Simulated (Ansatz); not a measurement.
# Cl on Mo(100): change of the work function, part 4 of 4

How does Cl on the hollow site change the work function of Mo(100) as the layer fills?

Ansatz 0.2.0; plane-wave DFT, PBE, Ansatz PAW.

So far, work function, upper face (eV): step 2 (the clean slab) 3.83; step 3 (37 atoms, coverage 0.111 ML, cell 3x3) 3.90; step 4 (17 atoms, coverage 0.25 ML, cell 2x2) 4.20.

**5. The covered slab, k-mesh 6×6×1, coverage 0.5 ML (continued)**

The density of states has structure finer than the step of the table below, so its rows give means over 0.25 eV, whole bins alone (the curve runs from -8 to 1.83 eV). Peaks (eV: height): -5.410: 56.9, -2.980: 46.1, -2.620: 53.4, -2.470: 49.7, -0.630: 50.3, 1.290: 60.0, 1.410: 46.3.

Table of density of states by energy, zero at the Fermi level; means over each step:

energy (eV), density of states (states/eV a cell) and a bar:
```
    -6.50        0.0 
    -6.25        0.8 #
    -6.00        2.0 ##
    -5.75        2.9 ##
    -5.50       13.5 ###########
    -5.25       14.1 ############
    -5.00       20.0 #################
    -4.75        5.4 ####
    -4.50        8.2 #######
    -4.25       14.1 ############
    -4.00       15.6 #############
    -3.75       15.5 #############
    -3.50       12.1 ##########
    -3.25       18.9 ################
    -3.00       36.1 ##############################
    -2.75       22.1 ##################
    -2.50       24.5 ####################
    -2.25       25.7 #####################
    -2.00       16.6 ##############
    -1.75       16.0 #############
    -1.50       17.7 ###############
    -1.25       14.7 ############
    -1.00       14.0 ############
    -0.75       21.1 ##################
    -0.50       32.9 ###########################
    -0.25       32.4 ###########################
     0.00       12.6 ##########
     0.25       12.6 ##########
     0.50       13.7 ###########
     0.75       13.8 ###########
     1.00       17.0 ##############
     1.25       27.8 #######################
     1.50       31.0 ##########################
```

The relaxation took 5 steps and lowered the energy by 0.55 eV; the largest force on the free atoms ends at 0.0063 eV/Å.

The covered face has 4.63 eV, +0.80 eV against the clean one; the bare back face has moved by +0.01 eV, a measure of how thin the slab is.

**6. Adsorbate added, k-mesh 12×12×1, coverage 1 ML**

System of this step: Cl/Mo(100). The cell holds 5 atoms: 4 Mo and 1 Cl. Its edges and angles: a = 3.150 Å, b = 3.150 Å, c = 24.010 Å, α = 90.0°, β = 90.0°, γ = 90.0°. Vacuum lies along c.

Another coverage, to see how the dipoles act on each other as their distance changes.

input.yaml reads:

```yaml
crystal:
  lattice:
    - [3.15, 0.0, 0.0]
    - [0.0, 3.15, 0.0]
    - [0.0, 0.0, 24.0100287647]
  atoms:
    - { symbol: Mo, position: [0.5, 0.5, 0.374843366] }
    - { symbol: Mo, position: [0.0, 0.0, 0.4404409551] }
    - { symbol: Mo, position: [0.5, 0.5, 0.5088278717] }
    - { symbol: Mo, position: [0.0, 0.0, 0.5663815071] }
    - { symbol: Cl, position: [0.5, 0.5, 0.625156634] }
kpoints:
  mp_grid: { grid: [12, 12, 1] }
hamiltonian:
  xc: pbe
scf:
  occupations: { method: fermi_dirac, width: 0.1 }
  convergence: { dr2_threshold: 1.0e-08 }
efield:
  axis: 3
  dipole_correction: true
  ramp_position: 0.97
  ramp_width: 0.06
relax:
  f_tol: 0.02
  max_steps: 60
  constraints: [{ sites: [0, 1] }]
output:
  write_potential: true
  write_density: true
  volumetric_format: npy
```

On the command line:

```sh
$ ansatz run input.yaml --threads 4 --pin off --max-ram 16384MiB --backend cpu --events-out ev --progress --plain --runs-dir out
```

Numbers of over 12 decimals in the logs are rounded to 6 here.

Output:

```text
[...]
Crystal: 5 atoms, lattice volume = 238.240 Å³
Basis set: ecut = 420 eV, 4697 PW (Γ), exchange–correlation on 48×48×324 points (8 copies of the dense FFT grid, shifted against one another)
Bands: 38, of which v1, the nominal top of the filled ones, is band 32 counted from 1 (31 counted from 0)
Symmetry: 8 space group operations
[...]
F+E_penalty+E_count = -20901.44243297 eV   max|allowed force component| = 7.107e-4 eV/Å
  atoms:
    - { symbol: Mo, position: [0.500000, 0.500000, 0.374843] }
    - { symbol: Mo, position: [0.0, 0.0, 0.4404409551] }
    - { symbol: Mo, position: [0.500000, 0.500000, 0.505909] }
    - { symbol: Mo, position: [4.4746830390674115e-18, 0, 0.569403] }
    - { symbol: Cl, position: [0.500000, 0.500000, 0.640654] }
[key lines of the parts left out:]
SCF converged after 7 iterations
Free energy (F): -20901.442433 eV
Fermi energy:    3.039829 eV
Dipole field:    D = -0.066170 V/Å  (p = -0.087119 e·Å, saw-weighted, corrected)
Work function:   Φ+ = 5.4549 eV   Φ− = 3.8662 eV
```

It took 35 s on 4 threads of Arm Neoverse V1, shared host; peak memory 0.61 GiB.

The steps of the relaxation:

| step | energy less that of the first step (eV) | largest force component (eV/Å) |
| --- | --- | --- |
| 1 | 0.0000 | 1.4878 |
| 2 | -0.2647 | 0.4808 |
| 3 | -0.3201 | 0.2583 |
| 4 | -0.3235 | 0.1072 |
| 5 | -0.3241 | 0.0593 |
| 6 | -0.3244 | 0.0007 |

The run keeps the 8 symmetry operations that it works with, so distortions that break them were not tested.

The atoms that moved most (Å):

| atom | dx | dy | dz | length |
| --- | --- | --- | --- | --- |
| Cl5 | 0.000 | 0.000 | 0.372 | 0.372 |
| Mo4 | 0.000 | 0.000 | 0.073 | 0.073 |
| Mo3 | 0.000 | 0.000 | -0.070 | 0.070 |

Final coordinates:

```xyz
5
Lattice="3.1500 0.0000 0.0000 0.0000 3.1500 0.0000 0.0000 0.0000 24.0100" Properties=species:S:1:pos:R:3
Mo    1.5750    1.5750    9.0000
Mo    0.0000    0.0000   10.5750
Mo    1.5750    1.5750   12.1469
Mo    0.0000    0.0000   13.6714
Cl    1.5750    1.5750   15.3821
```

Running mean over 1.575 Å of the planar mean; the ramp of the sawtooth is left out. Electron's electrostatic potential energy less the Fermi level against z:

z (Å), electron's electrostatic potential energy less the Fermi level (eV) and a bar from the least value:
```
        3        3.9 ###########################
        4        3.9 ###########################
        5        3.9 ###########################
        6        3.8 ###########################
        7        3.1 ##########################
        8       -2.5 #################
        9      -11.4 ###
       10      -12.4 #
       11      -12.7 #
       12      -12.8 #
       13      -13.1 
       14      -10.9 ###
       15       -6.0 ###########
       16       -1.0 ###################
       17        4.9 #############################
       18        5.4 ##############################
       19        5.5 ##############################
       20        5.5 ##############################
       21        5.5 ##############################
```

The relaxation took 6 steps and lowered the energy by 0.32 eV; the largest force on the free atoms ends at 7.1e-4 eV/Å.

The covered face has 5.45 eV, +1.62 eV against the clean one; the bare back face has moved by +0.01 eV, a measure of how thin the slab is.

**7. Work function against coverage**

This step: plane-wave DFT, PBE, Ansatz PAW; work function against coverage (Ansatz 0.2.0).

The runs are now put side by side.

Numbers from this step:

* work function of the clean face: 3.830 eV
* largest change of the work function: 1.625 eV

Work function of the covered face against coverage:

| coverage (adsorbates/nm²) | work function of the covered face (eV) |
| --- | --- |
| 0.00 | 3.83 |
| 1.12 | 3.90 |
| 2.52 | 4.20 |
| 5.04 | 4.63 |
| 10.08 | 5.45 |

The dipole per adsorbate comes from the change of the cell's dipole. Coverage, by row:

| coverage (1/nm²) | coverage (ML) | work function (eV) | change (eV) | dipole per adsorbate, positive end outwards (debye) | mean height of the added atoms over the highest substrate atom (Å) |
| --- | --- | --- | --- | --- | --- |
| 1.12 | 0.1111 | 3.901 | 0.07016 | -0.161 | 1.674 |
| 2.52 | 0.25 | 4.199 | 0.3686 | -0.371 | 1.733 |
| 5.039 | 0.5 | 4.632 | 0.8015 | -0.417 | 1.706 |
| 10.08 | 1 | 5.455 | 1.625 | -0.426 | 1.711 |

**8. Summary of results**

```yaml
work_function_of_the_clean_face: 3.83 eV
work_function_at_0p11_ml: 3.90 eV
work_function_at_0p25_ml: 4.20 eV
work_function_at_0p5_ml: 4.63 eV
work_function_at_1_ml: 5.45 eV
dipole_per_adsorbate_at_0p11_ml_positive_end_outwards: -0.16 D
```

What this shows: At the lowest coverage Cl changes the work function of Mo(100) by under 0.15 eV, within the error of so thin a slab; the largest change, +1.62 eV, comes at higher coverage. The slab has 4 layers, at the tabulated experimental lattice constant, one starting site was run, and quantum-size effects of a slab this thin can reach one or two tenths of an eV.

[Logs are printed without paths, hosts, clocks, repeated set-up lines and the standing remarks that a program may print on its own settings, such as how far it seeks lower states.]

[Hosts, paths, dates, database ids (printed as entryN), source tags and the programs' standing remarks are cut or masked in the printed files.]

[Maps of the electrostatic potential energy from Ansatz leave out the sawtooth potential of an applied field or a dipole correction, so their vacuum need not be flat; planar profiles and work functions include it.]

[The density of states shown here was stored with 400 of the rows of the run's finer table, so its peaks can read low, often by over a quarter, or be missed, and its means over a window can be off by a tenth or more.]
